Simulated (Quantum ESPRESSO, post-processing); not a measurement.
# 1T-SnSe2, 1 layer: a series in biaxial strain, part 6 of 6

Wanted: a table for 1T-SnSe2, 1 layer against biaxial strain, and what can be fitted to it.

Quantum ESPRESSO 7.5; plane-wave DFT, PBE, GBRV ultrasoft pseudopotentials.

So far. Step 7 (Relaxing the ions, -3 %): The relaxation lowers the energy by 5 meV an atom. Step 9 (Relaxation with pw.x, 3 %): The relaxation lowers the energy by 4 meV an atom.

**11. Relaxation with pw.x, 4 %**

The input, m8.relax.in:

```
&control
  prefix = 'm8.relax'
  outdir = './out'
  pseudo_dir = './pseudo'
  nstep = 40
  forc_conv_thr = 0.0003
  calculation = 'relax'
  tstress = .true.
/
&system
  ibrav = 0
  nat = 3
  ntyp = 2
  ecutwfc = 50
  ecutrho = 250
  occupations = 'smearing'
  smearing = 'fd'
  degauss = 0.002
/
&electrons
  conv_thr = 1e-09
  mixing_beta = 0.4
  electron_maxstep = 120
  mixing_mode = 'plain'
/
&ions
/
ATOMIC_SPECIES
  Se  78.9710  se_pbe_v1.uspp.F.UPF
  Sn  118.7100  sn_pbe_v1.4.uspp.F.UPF
CELL_PARAMETERS angstrom
  3.99743175312000 0.00000000000000 0.00000000000000
  -1.99871587656000 3.46187744760000 0.00000000000000
  0.00000000000000 0.00000000000000 17.11048904300000
ATOMIC_POSITIONS crystal
  Se  0.666666666700 0.333333333300 0.406276276500
  Sn  0.000000000000 0.000000000000 0.500000000000
  Se  0.333333333300 0.666666666700 0.593723723500
K_POINTS automatic
  12 12 1 0 0 0
```

Run with:

```sh
OMP_NUM_THREADS=1 mpirun -n 4 pw.x -nk 4 -in m8.relax.in > m8.relax.out
```

The log of the run:

```text
[banner, memory and clock lines left out]
Program PWSCF v.7.5 starts
[...]
Message from routine setup:
[...]
number of electrons       =        26.00
     number of Kohn-Sham states=           17
     kinetic-energy cutoff     =      50.0000  Ry
     charge density cutoff     =     250.0000  Ry
[...]
number of k points=    19  Fermi-Dirac smearing, width (Ry)=  0.0020
[...]
Dense  grid:   106525 G-vectors     FFT dimensions: (  40,  40, 180)
[...]
negative rho (up, down):  1.739E-04 0.000E+00
     Starting wfcs are   17 randomized atomic wfcs
[...]
negative rho (up, down):  4.441E-05 0.000E+00
[...]
estimated scf accuracy    <       0.49423163 Ry
[...]
negative rho (up, down):  9.139E-05 0.000E+00
[...]
estimated scf accuracy    <       0.08019513 Ry
[...]
negative rho (up, down):  1.499E-04 0.000E+00
[...]
estimated scf accuracy    <       0.00795935 Ry
[...]
negative rho (up, down):  2.097E-04 0.000E+00
[...]
estimated scf accuracy    <       0.00153646 Ry
[...]
negative rho (up, down):  2.293E-04 0.000E+00
[...]
estimated scf accuracy    <       0.00010156 Ry
[...]
negative rho (up, down):  2.373E-04 0.000E+00
[...]
estimated scf accuracy    <       0.00000984 Ry
[...]
negative rho (up, down):  2.408E-04 0.000E+00
[...]
estimated scf accuracy    <       0.00000303 Ry
[...]
negative rho (up, down):  2.435E-04 0.000E+00
[...]
estimated scf accuracy    <       0.00000075 Ry
[...]
negative rho (up, down):  2.451E-04 0.000E+00
[...]
estimated scf accuracy    <          7.2E-09 Ry
[...]
negative rho (up, down):  2.460E-04 0.000E+00
[...]
estimated scf accuracy    <          3.7E-09 Ry
[...]
negative rho (up, down):  2.474E-04 0.000E+00
[...]
the Fermi energy is    -1.6949 ev
!    total energy              =    -246.51766678 Ry
     estimated scf accuracy    <          2.1E-10 Ry
     smearing contrib. (-TS)   =      -0.00000000 Ry
     internal energy E=F+TS    =    -246.51766678 Ry
[...]
one-electron contribution =    -591.79097768 Ry
     hartree contribution      =     302.85830381 Ry
     xc contribution           =    -102.28761802 Ry
     ewald contribution        =     144.70262511 Ry
     convergence has been achieved in  11 iterations
     negative rho (up, down):  2.474E-04 0.000E+00
[...]
Total force =     0.021171     Total SCF correction =     0.000018
[...]
negative rho (up, down):  2.474E-04 0.000E+00
[...]
negative rho (up, down):  2.513E-04 0.000E+00
[...]
negative rho (up, down):  2.486E-04 0.000E+00
[...]
estimated scf accuracy    <       0.00000673 Ry
[...]
negative rho (up, down):  2.476E-04 0.000E+00
[...]
estimated scf accuracy    <       0.00000154 Ry
[...]
negative rho (up, down):  2.472E-04 0.000E+00
[...]
estimated scf accuracy    <       0.00000008 Ry
[...]
negative rho (up, down):  2.471E-04 0.000E+00
[...]
estimated scf accuracy    <       0.00000002 Ry
[...]
negative rho (up, down):  2.471E-04 0.000E+00
[...]
estimated scf accuracy    <          2.5E-09 Ry
[...]
negative rho (up, down):  2.471E-04 0.000E+00
[...]
the Fermi energy is    -1.6971 ev
!    total energy              =    -246.51808052 Ry
     estimated scf accuracy    <          5.9E-10 Ry
     smearing contrib. (-TS)   =      -0.00000000 Ry
     internal energy E=F+TS    =    -246.51808052 Ry
[...]
one-electron contribution =    -592.97405760 Ry
     hartree contribution      =     303.44579249 Ry
     xc contribution           =    -102.29458991 Ry
     ewald contribution        =     145.30477450 Ry
     convergence has been achieved in   6 iterations
     negative rho (up, down):  2.471E-04 0.000E+00
[...]
Total force =     0.017902     Total SCF correction =     0.000044
[...]
negative rho (up, down):  2.471E-04 0.000E+00
[...]
WARNING: bfgs curvature condition failed, Theta= 0.946
[...]
negative rho (up, down):  2.512E-04 0.000E+00
[...]
negative rho (up, down):  2.483E-04 0.000E+00
[...]
estimated scf accuracy    <       0.00000826 Ry
[...]
negative rho (up, down):  2.474E-04 0.000E+00
[...]
estimated scf accuracy    <       0.00000188 Ry
[...]
negative rho (up, down):  2.471E-04 0.000E+00
[...]
estimated scf accuracy    <       0.00000011 Ry
[...]
negative rho (up, down):  2.471E-04 0.000E+00
[...]
estimated scf accuracy    <       0.00000002 Ry
[...]
negative rho (up, down):  2.471E-04 0.000E+00
[...]
estimated scf accuracy    <          3.1E-09 Ry
[...]
negative rho (up, down):  2.472E-04 0.000E+00
[...]
estimated scf accuracy    <          6.1E-10 Ry
[...]
negative rho (up, down):  2.472E-04 0.000E+00
[...]
the Fermi energy is    -1.6996 ev
!    total energy              =    -246.51845537 Ry
     estimated scf accuracy    <          3.5E-11 Ry
     smearing contrib. (-TS)   =      -0.00000000 Ry
     internal energy E=F+TS    =    -246.51845537 Ry
[...]
one-electron contribution =    -594.27546672 Ry
     hartree contribution      =     304.09225506 Ry
     xc contribution           =    -102.30230475 Ry
     ewald contribution        =     145.96706103 Ry
     convergence has been achieved in   7 iterations
     negative rho (up, down):  2.472E-04 0.000E+00
[...]
Total force =     0.014279     Total SCF correction =     0.000008
[...]
negative rho (up, down):  2.472E-04 0.000E+00
[...]
negative rho (up, down):  2.543E-04 0.000E+00
[...]
negative rho (up, down):  2.491E-04 0.000E+00
[...]
estimated scf accuracy    <       0.00001838 Ry
[...]
negative rho (up, down):  2.479E-04 0.000E+00
[...]
estimated scf accuracy    <       0.00000423 Ry
[...]
negative rho (up, down):  2.479E-04 0.000E+00
[...]
estimated scf accuracy    <       0.00000025 Ry
[...]
negative rho (up, down):  2.482E-04 0.000E+00
[...]
estimated scf accuracy    <       0.00000005 Ry
[...]
negative rho (up, down):  2.485E-04 0.000E+00
[...]
estimated scf accuracy    <          7.3E-09 Ry
[...]
negative rho (up, down):  2.487E-04 0.000E+00
[...]
estimated scf accuracy    <          1.3E-09 Ry
[...]
negative rho (up, down):  2.488E-04 0.000E+00
[...]
estimated scf accuracy    <          6.1E-11 Ry
[...]
negative rho (up, down):  2.490E-04 0.000E+00
[...]
the Fermi energy is    -1.7033 ev
!    total energy              =    -246.51885822 Ry
     estimated scf accuracy    <          7.8E-12 Ry
     smearing contrib. (-TS)   =      -0.00000000 Ry
     internal energy E=F+TS    =    -246.51885822 Ry
[...]
one-electron contribution =    -596.22617081 Ry
     hartree contribution      =     305.06094889 Ry
     xc contribution           =    -102.31393360 Ry
     ewald contribution        =     146.96029729 Ry
     convergence has been achieved in   8 iterations
     negative rho (up, down):  2.490E-04 0.000E+00
[...]
Total force =     0.008772     Total SCF correction =     0.000004
[...]
negative rho (up, down):  2.490E-04 0.000E+00
[...]
negative rho (up, down):  2.610E-04 0.000E+00
[...]
negative rho (up, down):  2.519E-04 0.000E+00
[...]
estimated scf accuracy    <       0.00004026 Ry
[...]
negative rho (up, down):  2.507E-04 0.000E+00
[...]
estimated scf accuracy    <       0.00000988 Ry
[...]
negative rho (up, down):  2.510E-04 0.000E+00
[...]
estimated scf accuracy    <       0.00000069 Ry
[...]
negative rho (up, down):  2.518E-04 0.000E+00
[...]
estimated scf accuracy    <       0.00000018 Ry
[...]
negative rho (up, down):  2.524E-04 0.000E+00
[...]
estimated scf accuracy    <       0.00000005 Ry
[...]
negative rho (up, down):  2.529E-04 0.000E+00
[...]
estimated scf accuracy    <          5.5E-09 Ry
[...]
negative rho (up, down):  2.531E-04 0.000E+00
[...]
estimated scf accuracy    <          6.9E-10 Ry
[...]
negative rho (up, down):  2.533E-04 0.000E+00
[...]
estimated scf accuracy    <          3.2E-10 Ry
[...]
negative rho (up, down):  2.536E-04 0.000E+00
[...]
the Fermi energy is    -1.7081 ev
!    total energy              =    -246.51909841 Ry
     estimated scf accuracy    <          8.9E-12 Ry
     smearing contrib. (-TS)   =      -0.00000000 Ry
     internal energy E=F+TS    =    -246.51909841 Ry
[...]
one-electron contribution =    -599.14985886 Ry
     hartree contribution      =     306.51273585 Ry
     xc contribution           =    -102.33156177 Ry
     ewald contribution        =     148.44958638 Ry
     convergence has been achieved in   9 iterations
     negative rho (up, down):  2.536E-04 0.000E+00
[...]
Total force =     0.000370     Total SCF correction =     0.000007
[...]
negative rho (up, down):  2.536E-04 0.000E+00
[...]
negative rho (up, down):  2.536E-04 0.000E+00
[...]
negative rho (up, down):  2.537E-04 0.000E+00
[...]
estimated scf accuracy    <       0.00000008 Ry
[...]
negative rho (up, down):  2.538E-04 0.000E+00
[...]
estimated scf accuracy    <       0.00000002 Ry
[...]
negative rho (up, down):  2.538E-04 0.000E+00
[...]
estimated scf accuracy    <          9.8E-10 Ry
[...]
negative rho (up, down):  2.538E-04 0.000E+00
[...]
estimated scf accuracy    <          1.2E-10 Ry
[...]
negative rho (up, down):  2.539E-04 0.000E+00
[...]
estimated scf accuracy    <          4.1E-11 Ry
[...]
negative rho (up, down):  2.539E-04 0.000E+00
[...]
the Fermi energy is    -1.7084 ev
!    total energy              =    -246.51909885 Ry
     estimated scf accuracy    <          2.1E-12 Ry
     smearing contrib. (-TS)   =      -0.00000000 Ry
     internal energy E=F+TS    =    -246.51909885 Ry
[...]
one-electron contribution =    -599.27855052 Ry
     hartree contribution      =     306.57662069 Ry
     xc contribution           =    -102.33234413 Ry
     ewald contribution        =     148.51517512 Ry
     convergence has been achieved in   6 iterations
     negative rho (up, down):  2.539E-04 0.000E+00
[...]
Total force =     0.000005     Total SCF correction =     0.000002
[...]
negative rho (up, down):  2.539E-04 0.000E+00
[...]
```

Elapsed: 2.3 min, on 4 MPI ranks of Arm Neoverse V1, shared host; peak memory 0.74 GiB.

Relaxation path:

```csv
step,energy less that of the first step (eV),largest force (eV/Å)
1,0.0000,0.3849
2,-0.0056,0.3255
3,-0.0107,0.2596
4,-0.0162,0.1595
5,-0.0195,0.0067
6,-0.0195,0.0001
```

The atoms that moved most (Å):

```csv
atom,dx,dy,dz,length
Se1,0.000,0.000,0.050,0.050
Se3,0.000,0.000,-0.050,0.050
```

The relaxed structure:

```xyz
3
Lattice="3.9974 0.0000 0.0000 -1.9987 3.4619 0.0000 0.0000 0.0000 17.1105" Properties=species:S:1:pos:R:3
Se    1.9987    1.1540    7.0018
Sn    0.0000    0.0000    8.5552
Se    0.0000    2.3079   10.1087
```

The relaxation lowers the energy by 6 meV an atom.

Numbers from this step:

| Item | Value |
| --- | --- |
| free energy | -3354.0632 eV |
| Fermi energy | -1.708 eV |

**12. Ground state, 4 %**

The input, m8.scf.in:

```
&control
  prefix = 'm8.scf'
  outdir = './out'
  pseudo_dir = './pseudo'
  calculation = 'scf'
  tprnfor = .true.
/
&system
  ibrav = 0
  nat = 3
  ntyp = 2
  ecutwfc = 40
  ecutrho = 200
  occupations = 'smearing'
  smearing = 'fd'
  degauss = 0.002
  nbnd = 17
/
&electrons
  conv_thr = 1e-09
  mixing_beta = 0.4
  electron_maxstep = 120
  mixing_mode = 'plain'
/
ATOMIC_SPECIES
  Se  78.9710  se_pbe_v1.uspp.F.UPF
  Sn  118.7100  sn_pbe_v1.4.uspp.F.UPF
CELL_PARAMETERS angstrom
  3.99743175312000 0.00000000000000 0.00000000000000
  -1.99871587656000 3.46187744760000 0.00000000000000
  0.00000000000000 0.00000000000000 17.11048904300000
ATOMIC_POSITIONS crystal
  Se  0.666666666700 0.333333333300 0.409208789900
  Sn  0.000000000000 0.000000000000 0.500000000000
  Se  0.333333333300 0.666666666700 0.590791210100
K_POINTS automatic
  12 12 1 0 0 0
```

Run with:

```sh
OMP_NUM_THREADS=1 mpirun -n 4 pw.x -nk 4 -in m8.scf.in > m8.scf.out
```

The log of the run:

```text
[banner, memory and clock lines left out]
Program PWSCF v.7.5 starts
[...]
Message from routine setup:
[...]
number of electrons       =        26.00
     number of Kohn-Sham states=           17
     kinetic-energy cutoff     =      40.0000  Ry
     charge density cutoff     =     200.0000  Ry
[...]
number of k points=    19  Fermi-Dirac smearing, width (Ry)=  0.0020
[...]
Dense  grid:    76153 G-vectors     FFT dimensions: (  36,  36, 150)
[...]
negative rho (up, down):  1.851E-04 0.000E+00
     Starting wfcs are   17 randomized atomic wfcs
[...]
negative rho (up, down):  8.291E-05 0.000E+00
[...]
estimated scf accuracy    <       0.50493308 Ry
[...]
negative rho (up, down):  1.378E-04 0.000E+00
[...]
estimated scf accuracy    <       0.07383388 Ry
[...]
negative rho (up, down):  1.974E-04 0.000E+00
[...]
estimated scf accuracy    <       0.00720197 Ry
[...]
negative rho (up, down):  2.583E-04 0.000E+00
[...]
estimated scf accuracy    <       0.00153917 Ry
[...]
negative rho (up, down):  2.780E-04 0.000E+00
[...]
estimated scf accuracy    <       0.00008850 Ry
[...]
negative rho (up, down):  2.806E-04 0.000E+00
[...]
estimated scf accuracy    <       0.00003852 Ry
[...]
negative rho (up, down):  2.831E-04 0.000E+00
[...]
estimated scf accuracy    <       0.00000443 Ry
[...]
negative rho (up, down):  2.854E-04 0.000E+00
[...]
estimated scf accuracy    <       0.00000031 Ry
[...]
negative rho (up, down):  2.867E-04 0.000E+00
[...]
estimated scf accuracy    <       0.00000003 Ry
[...]
negative rho (up, down):  2.887E-04 0.000E+00
[...]
the Fermi energy is    -1.7081 ev
!    total energy              =    -246.51264676 Ry
     estimated scf accuracy    <          5.1E-10 Ry
     smearing contrib. (-TS)   =      -0.00000000 Ry
     internal energy E=F+TS    =    -246.51264676 Ry
[...]
one-electron contribution =    -599.27418062 Ry
     hartree contribution      =     306.58040897 Ry
     xc contribution           =    -102.33405020 Ry
     ewald contribution        =     148.51517509 Ry
     convergence has been achieved in  10 iterations
     negative rho (up, down):  2.887E-04 0.000E+00
[...]
Total force =     0.000042     Total SCF correction =     0.000037
[...]
```

The job ended after 16 s (4 MPI ranks; peak memory 0.57 GiB; 65 s of CPU time).

This step gave:

```
free energy                          : -3353.9754 eV
valence top, on the run's zero       : -2.164 eV
conduction bottom, on the run's zero : -1.280 eV
gap by band count                    : 0.8843 eV
```

**13. The series side by side**

The series in one table, energies over the lowest:

```csv
biaxial strain,energy (eV),gap along the path (eV),upper vacuum level over the valence top of the mesh (eV),lower vacuum level over that top (eV)
-4 %,0.1429,0.5433,5.544,5.544
-3 %,0.0852,0.6064,5.669,5.669
-2 %,0.0431,0.6622,5.786,5.786
-1 %,0.0157,0.7087,5.896,5.896
0 %,0.0016,0.7513,5.999,5.999
1 %,0.0000,0.7907,6.084,6.084
2 %,0.0096,0.8274,6.162,6.162
3 %,0.0298,0.8576,6.235,6.235
4 %,0.0597,0.8843,6.303,6.303
```

**14. By hand**

A parabola through the energies within ±2 % has E = 61.79 eV × ε² -0.826 eV × ε; for the curvature, over A = 12.795 Å² this is 61.79 × 1/12.795 × 16.02 = 77 N/m.

**15. What came out**

```
C11 + C12                                                               : 77 N/m
gap along the path, at -4 % and at 4 %                                  : 0.54, 0.88 eV
upper vacuum level over the valence top of the mesh, at -4 % and at 4 % : 5.54, 6.30 eV
lower vacuum level over that top, at -4 % and at 4 %                    : 5.54, 6.30 eV
```

In words: The series holds 9 members; C11 + C12: 77 N/m (PBE, GBRV ultrasoft). The energy is lowest at +0.7 % strain. From -4 % to 4 % the gap along the path rises from 0.54 to 0.88 eV. From -4 % to 4 % the upper vacuum level over the valence top of the mesh rises from 5.54 to 6.30 eV. From -4 % to 4 % the lower vacuum level over that top rises from 5.54 to 6.30 eV. Semilocal gaps are too small; the 1×1 cell can't ripple over many cells under compression as a free sheet would. No spin-orbit coupling.

[Logs are printed without paths, hosts, clocks, repeated set-up lines and the standing remarks that a program may print on its own settings, such as how far it seeks lower states.]

[Hosts, paths, dates, database ids (printed as entryN), source tags and the programs' standing remarks are cut or masked in the printed files.]

[Maps of the electrostatic potential energy from Ansatz leave out the sawtooth potential of an applied field or a dipole correction, so their vacuum need not be flat; planar profiles and work functions include it.]
